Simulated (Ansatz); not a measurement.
# Optical response of SiNi

What colour and refractive index does SiNi have at this level of theory? The cell comes from an older database entry, whose edges can differ from later determinations, mostly by under a per cent.

Program: Ansatz 0.2.0. Level of theory: DFT, PBE, plane-wave PAW, default files, scalar-relativistic, independent-particle optical response without local fields. Results are calculated unless marked as measured.

## Step 1: Starting point

It takes space group Pnma (No. 62, orthorhombic). The conventional cell has a = 5.173 Å, b = 3.338 Å, c = 5.605 Å, α = 90.00°, β = 90.00°, γ = 90.00°. Ni has 6 Si at 2.28 to 2.40 Å nearest. Nearest to Si lie 6 Ni at 2.28 to 2.40 Å. Farther neighbours are not listed.

Coordinates:

```cif
data_structure
_symmetry_space_group_name_H-M 'Pnma'
_symmetry_Int_Tables_number 62
_cell_length_a 5.1731
_cell_length_b 3.3381
_cell_length_c 5.6049
_cell_angle_alpha 90.000
_cell_angle_beta 90.000
_cell_angle_gamma 90.000
_cell_volume 96.79
loop_
_atom_site_label
_atom_site_type_symbol
_atom_site_symmetry_multiplicity
_atom_site_Wyckoff_symbol
_atom_site_fract_x
_atom_site_fract_y
_atom_site_fract_z
_atom_site_occupancy
Ni1 Ni 4 c 0.99221 0.75000 0.81248 1
Si1 Si 4 c 0.67872 0.25000 0.91750 1
```

## Step 2: Ground state and bands

First the ground state: is it a metal or has it a gap?

This step: DFT, PBE, plane-wave PAW, default files, scalar-relativistic, ground state (Ansatz 0.2.0).

File input.yaml:

```yaml
crystal:
  lattice:
    - [5.1731, 0.0, 0.0]
    - [0.0, 3.3381, 0.0]
    - [0.0, 0.0, 5.6049]
  atoms:
    - { symbol: Ni, position: [0.99221, 0.75, 0.81248] }
    - { symbol: Ni, position: [0.50779, 0.25, 0.31248] }
    - { symbol: Ni, position: [0.49221, 0.75, 0.68752] }
    - { symbol: Ni, position: [0.00779, 0.25, 0.18752] }
    - { symbol: Si, position: [0.67872, 0.25, 0.9175] }
    - { symbol: Si, position: [0.82128, 0.75, 0.4175] }
    - { symbol: Si, position: [0.17872, 0.25, 0.5825] }
    - { symbol: Si, position: [0.32128, 0.75, 0.0825] }
kpoints:
  mp_grid: { grid: [5, 7, 4] }
  band_path:
    path:
      - [[0.0, 0.0, 0.0], [0.0, -0.5, 0.0], [-0.5, -0.5, 0.0], [-0.5, 0.0, 0.0], [0.0, 0.0, 0.0], [0.0, 0.0, -0.5], [0.0, -0.5, -0.5], [-0.5, -0.5, -0.5], [-0.5, 0.0, -0.5], [0.0, 0.0, -0.5]]
      - [[-0.5, 0.0, 0.0], [-0.5, 0.0, -0.5]]
      - [[0.0, -0.5, -0.5], [0.0, -0.5, 0.0]]
      - [[-0.5, -0.5, 0.0], [-0.5, -0.5, -0.5]]
    npoints: 5
scf:
  occupations: { method: fermi_dirac, width: 0.05 }
  n_extra_bands: 12
hamiltonian:
  xc: pbe
  pseudopotentials: { kind: paw }
output:
  forces: true
  stress: true
  populations: true
  write_bands: true
  write_density: true
  write_potential: true
  elf: true
  volumetric_format: npy
```

Command:

```bash
> ansatz run input.yaml --threads 4 --pin off --max-ram 8192MiB --backend cpu --events-out ev --progress --plain --runs-dir out
```

Numbers of over 12 decimals in the logs are rounded to 6 here.

Output:

```text
scf.n_extra_bands = 12 over 44 filled bands (N_el = 88.0): the run solves 56 bands
Engine: ansatz 0.2.0, aarch64-unknown-linux-gnu
Pseudopotentials: kind: paw
Pseudopotential: Ni, paw, valence charge 18, recommended cutoff 420 eV (normal), Ni.paw.azcp
Pseudopotential: Si, paw, valence charge 4, recommended cutoff 420 eV (normal), Si.paw.azcp
Functional definition: PBE
  parameter kappa = 0.804
  parameter beta = 0.066725
  exchange = pbe_x(kappa = kappa, mu = beta*pi^2/3)
  correlation = pbe_c(beta = beta)
Crystal: 8 atoms, lattice volume = 96.787 Å³
Basis set: ecut = 420 eV, 1905 PW (Γ), exchange–correlation on 72×48×80 points (8 copies of the dense FFT grid, shifted against one another)
Bands: 56, of which v1, the nominal top of the filled ones, is band 44 counted from 1 (43 counted from 0)
Symmetry: 8 space group operations
Space group: Pnma (ITA 62), of the structure as read, at distance tolerance 4.6e-5 Å
k-points: 36 of 140
Non-local potential: Ni, projectors of the file, l = 0: 3, l = 1: 2, l = 2: 3, l = 3: 1
Non-local potential: Si, projectors of the file, l = 0: 2, l = 1: 2, l = 2: 2
PAW form: soft (Blöchl's): semilocal exchange-correlation on the pseudo side does not see the compensation charge
PAW one-centre angular grid: Ni, 590 points (default); XC on 64 Gauss nodes
PAW one-centre angular grid: Si, 110 points (default); XC on 64 Gauss nodes
Initial density: superposition of atomic densities (neutral atoms: chi_scale 0, normalization atom), corrected by the library's trained network
Initial wavefunctions: pseudopotential atomic-orbital guess
Functional: x = pbe(κ = 0.804, μ = 0.219515), c = pbe(β = 0.066725)
SCF iter   1: F=—  HF=-25906.172533 eV  |F-HF|=—  |Δ(HF+E_count)|=         —  Δρ=3.23e-3  dr2=2.42e-3  ethr=1.77e-3  ⟨swp⟩=5.8  Hψ=7699  notcnv=0  defer=37
preconditioner: auto → Resta (q_TF=auto, 2.685 Å⁻¹)  ε∞=13.5  [insulator: Δε(μ)=0.184 eV  Ē_g=8.000 eV  σ=0.050 eV  W_gap=0.72  n_scr=38 (ndim 8)  ℏωp=28.2 eV  f_vac=0.000  D(μ)=0.98/eV (n_scr^D=4)  ε∞_Penn≈13.5]
SCF iter   2: F=—  HF=-25906.172805 eV  |F-HF|=—  |Δ(HF+E_count)|=   2.72e-4  Δρ=1.80e-3  dr2=1.07e-3  ethr=2.75e-6  ⟨swp⟩=2.0  Hψ=3881  notcnv=0  defer=78
SCF iter   3: F=—  HF=-25906.172995 eV  |F-HF|=—  |Δ(HF+E_count)|=   1.90e-4  Δρ=7.25e-4  dr2=2.90e-4  ethr=1.22e-6  ⟨swp⟩=2.0  Hψ=2663  notcnv=0  defer=78
SCF iter   4: F=—  HF=-25906.172960 eV  |F-HF|=—  |Δ(HF+E_count)|=   3.52e-5  Δρ=2.12e-4  dr2=2.88e-5  ethr=3.30e-7  ⟨swp⟩=2.3  Hψ=2509  notcnv=0  defer=78
SCF iter   5: F=—  HF=-25906.172959 eV  |F-HF|=—  |Δ(HF+E_count)|=   5.82e-7  Δρ=3.94e-5  dr2=1.37e-6  ethr=3.27e-8  ⟨swp⟩=2.2  Hψ=2870  notcnv=0  defer=78
SCF iter   6: F=-25906.172959 eV  HF=-25906.172959 eV  |F-HF|=4.22e-10  |Δ(HF+E_count)|=   1.29e-7  Δρ=8.36e-6  dr2=4.32e-8  ethr=1.14e-10  ⟨swp⟩=12.3  Hψ=15448  notcnv=0
SCF 1 converged in 6 iterations: F = -25906.172959 eV  dr2 = 4.32e-8
  greatest PAW one-centre occupation: 1.000 electrons in one spin orbital (limit 2), on the Ni atom at site 2 (counted from 0), in its partial waves of l = 1
NSCF: frozen V_eff on 64 k-points
SCF converged after 6 iterations
Free energy (F): -25906.172959 eV
Harris-Foulkes:  -25906.172959 eV  (|F-HF|=4.22e-10)
Internal energy: -25906.163673 eV  (E = F + TS)
E sigma→0 (E₀):  -25906.168316 eV
Entropy (-TS):   -0.009286 eV (-1.161 meV/atom)
Fermi energy:    14.752977 eV
--- Per-component energies (eV) ---
  E_band       = -1302.441154
  E_kinetic    = 1310.680914
  E_local      = -17841.582199  (includes V_loc(G=0)·N_el)
  E_nonlocal   = 2636.112446
  E_hartree    = 7669.545590
  E_xc         = -569.564020
  E_vxc        = -637.476392  (∫ρ·V_xc dr)
  E_paw        = -8568.243114  (= ΣΔE_a)
  E_vpaw       = -2109.293592  (= ΣTr[D̂ρ^β])
  E_aug_tail   = 0.002251  (compensation charges beyond the density's cutoff)
  E_ewald      = -10543.115540
  E_smearing   = -0.009286  (= −TS)
  E_closure    = -0.000000  (closes the sum)
  Σ components = -25906.172959   (vs F -25906.172959, Δ=0.00e0)
--- Forces (eV/Å), atoms counted from 1 ---
  atom   1  Ni    -0.02219238    -0.00000000    -0.04180940
  atom   2  Ni     0.02219238    -0.00000000    -0.04180940
  atom   3  Ni    -0.02219238     0.00000000     0.04180940
  atom   4  Ni     0.02219238     0.00000000     0.04180940
  atom   5  Si    -0.02262979    -0.00000000    -0.02720019
  atom   6  Si     0.02262979     0.00000000    -0.02720019
  atom   7  Si    -0.02262979    -0.00000000     0.02720019
  atom   8  Si     0.02262979     0.00000000     0.02720019
  max |Σ_I F_I| component: 1.39e-17 eV/Å
--- Stress (GPa, compression-positive) ---
        0.619540       0.000000      -0.000000
        0.000000       2.317818      -0.000000
       -0.000000      -0.000000       2.205942
  P = ⅓ Tr σ = 1.7144 GPa (17.144 kbar)
--- Band table (eV; the first three rows and the last of 36) ---
  k-point 0: bands = [... 40 lower, 12.8634, 13.5620, 13.7258, 13.7533, 15.2853, 15.9601, 18.1105, 18.7630, ... 8 higher]
  k-point 1: bands = [... 40 lower, 13.1917, 13.2925, 13.7865, 14.4747, 15.5873, 16.6838, 17.1941, 18.1777, ... 8 higher]
  k-point 2: bands = [... 40 lower, 13.2312, 13.2312, 14.4548, 14.4548, 15.7737, 15.7737, 18.0036, 18.0036, ... 8 higher]
  k-point 35: bands = [... 40 lower, 12.9186, 12.9186, 13.0286, 13.0286, 16.4896, 16.4896, 17.2435, 17.2435, ... 8 higher]
--- Löwdin populations: 8 sites ---
  site symbol       q [e]
     0     Ni     17.4952
     1     Ni     17.4952
     2     Ni     17.4952
     3     Ni     17.4952
     4     Si      4.2569
     5     Si      4.2569
     6     Si      4.2569
     7     Si      4.2569
  spilling = 0.011270 (of n_electrons = 88.000000)
```

Wall time 7.7 s (4 threads of Arm Neoverse V1, shared host); peak memory 0.55 GiB; 26 s of CPU time.

The column dr2 measures how far the density is from self-consistency, as an energy; F and HF (Harris–Foulkes) agree once it is small.

This run has no spin polarisation, although Ni can carry a moment.

This step gave:

| Quantity | Value |
| --- | --- |
| free energy | -25906.1730 eV |
| Fermi energy | 14.75 eV |
| electrons | 88 |
| symmetry operations | 8 |
| pressure | 1.714 GPa |
| volume | 96.79 Å³ |
| gap on the path | 0 eV |

There are states at the Fermi level within the smearing, so the occupations stay smeared and the carriers get a Drude term. The cell is left with a pressure of 1.7 GPa and forces up to 0.05 eV/Å, as it stands unrelaxed at this level.

The electronic bands at the labelled points (eV, zero at the Fermi level; # counts the bands kept):

| point | #25 | #26 | #27 | #28 | #29 | #30 | #31 | #32 |
| --- | --- | --- | --- | --- | --- | --- | --- | --- |
| Γ | -1.89 | -1.19 | -1.03 | -1.00 | 0.53 | 1.21 | 3.36 | 4.01 |
| 0.40 of the way | -1.74 | -1.22 | -1.12 | -0.82 | 0.48 | 0.94 | 1.51 | 1.79 |
| X | -1.87 | -1.87 | -1.46 | -1.46 | -0.62 | -0.62 | 1.96 | 1.96 |
| 0.60 of the way | -1.82 | -1.82 | -1.72 | -1.72 | 0.16 | 0.16 | 0.88 | 0.88 |
| S | -1.72 | -1.72 | -1.72 | -1.72 | 0.47 | 0.47 | 0.47 | 0.47 |
| 0.40 of the way | -1.47 | -1.47 | -1.19 | -1.19 | 1.22 | 1.22 | 1.37 | 1.37 |
| Y | -1.87 | -1.87 | 0.90 | 0.90 | 1.15 | 1.15 | 3.74 | 3.74 |
| 0.40 of the way | -1.96 | -1.62 | -0.48 | -0.03 | 1.95 | 2.42 | 2.52 | 3.71 |
| Γ | -1.89 | -1.19 | -1.03 | -1.00 | 0.53 | 1.21 | 3.36 | 4.01 |
| 0.60 of the way | -1.55 | -1.50 | -0.91 | -0.04 | 0.77 | 2.16 | 2.19 | 3.29 |
| Z | -1.52 | -1.52 | -0.30 | -0.30 | 1.02 | 1.02 | 3.25 | 3.25 |
| 0.60 of the way | -1.59 | -1.59 | -1.17 | -1.17 | 0.48 | 0.48 | 1.78 | 1.78 |
| U | -1.96 | -1.96 | -1.72 | -1.72 | 0.10 | 0.10 | 1.29 | 1.29 |
| 0.60 of the way | -1.93 | -1.93 | -1.86 | -1.86 | 1.49 | 1.49 | 2.21 | 2.21 |
| R | -1.88 | -1.88 | -1.88 | -1.88 | 2.52 | 2.52 | 2.52 | 2.52 |
| 0.60 of the way | -1.00 | -1.00 | 0.27 | 0.27 | 0.65 | 0.65 | 1.19 | 1.19 |
| T | -1.13 | -1.13 | 0.66 | 0.66 | 2.37 | 2.37 | 2.80 | 2.80 |
| 0.40 of the way | -1.17 | -1.17 | -0.04 | -0.04 | 1.63 | 1.63 | 2.65 | 2.65 |
| Z | -1.52 | -1.52 | -0.30 | -0.30 | 1.02 | 1.02 | 3.25 | 3.25 |
| jump to Y | -1.87 | -1.87 | 0.90 | 0.90 | 1.15 | 1.15 | 3.74 | 3.74 |
| 0.40 of the way | -1.81 | -1.81 | 0.92 | 0.92 | 1.43 | 1.43 | 3.28 | 3.28 |
| T | -1.13 | -1.13 | 0.66 | 0.66 | 2.37 | 2.37 | 2.80 | 2.80 |
| jump to U | -1.96 | -1.96 | -1.72 | -1.72 | 0.10 | 0.10 | 1.29 | 1.29 |
| 0.60 of the way | -1.91 | -1.91 | -1.60 | -1.60 | -0.41 | -0.41 | 1.58 | 1.58 |
| X | -1.87 | -1.87 | -1.46 | -1.46 | -0.62 | -0.62 | 1.96 | 1.96 |
| jump to S | -1.72 | -1.72 | -1.72 | -1.72 | 0.47 | 0.47 | 0.47 | 0.47 |

ELF in the ac plane at fractional y = 0.250, with atoms of Ni and Si within 0.2 Å of it. It is the smooth field of the valence electrons, not physical close to the nuclei.

Ten even steps from '0' (0.07) to '9' (0.68), each cell a mean:
```
21100046344895
22100047443785
34421248854764
68765446876544
87547643442114
74437852210004
64448952110014
88679621111125
69997333322334
23563258522322
42132268522213
85222134213226
85223222356325
33223346999733
11111258867962
```
Atoms in or near the plane, at fractional coordinates: Ni at (0.51, 0.31), Ni at (0.01, 0.19), Si at (0.68, 0.92), Si at (0.18, 0.58).

Valence density in the ac plane at fractional y = 0.250, with atoms of Ni and Si within 0.2 Å of it. It is the smooth field of the valence electrons, not physical close to the nuclei.

Ten steps, logarithmic in the rise over the least value, from '0' (0 e/Å³) to '9' (37 e/Å³), each cell a mean:
```
00000001000110
00000001000110
00000001100100
01000000000000
11001000000000
10001100000000
10001100000000
11111111100000
11111246410000
21111489731011
64101489731125
97311256410148
97310112111148
54100001111124
11000001111111
```
Atoms in or near the plane, at fractional coordinates: Ni at (0.51, 0.31), Ni at (0.01, 0.19), Si at (0.68, 0.92), Si at (0.18, 0.58).

(Continued in part 2 of 2.)

[Logs are printed without paths, hosts, clocks, repeated set-up lines and the standing remarks that a program may print on its own settings, such as how far it seeks lower states.]

[Hosts, paths, dates, database ids (printed as entryN), source tags and the programs' standing remarks are cut or masked in the printed files.]
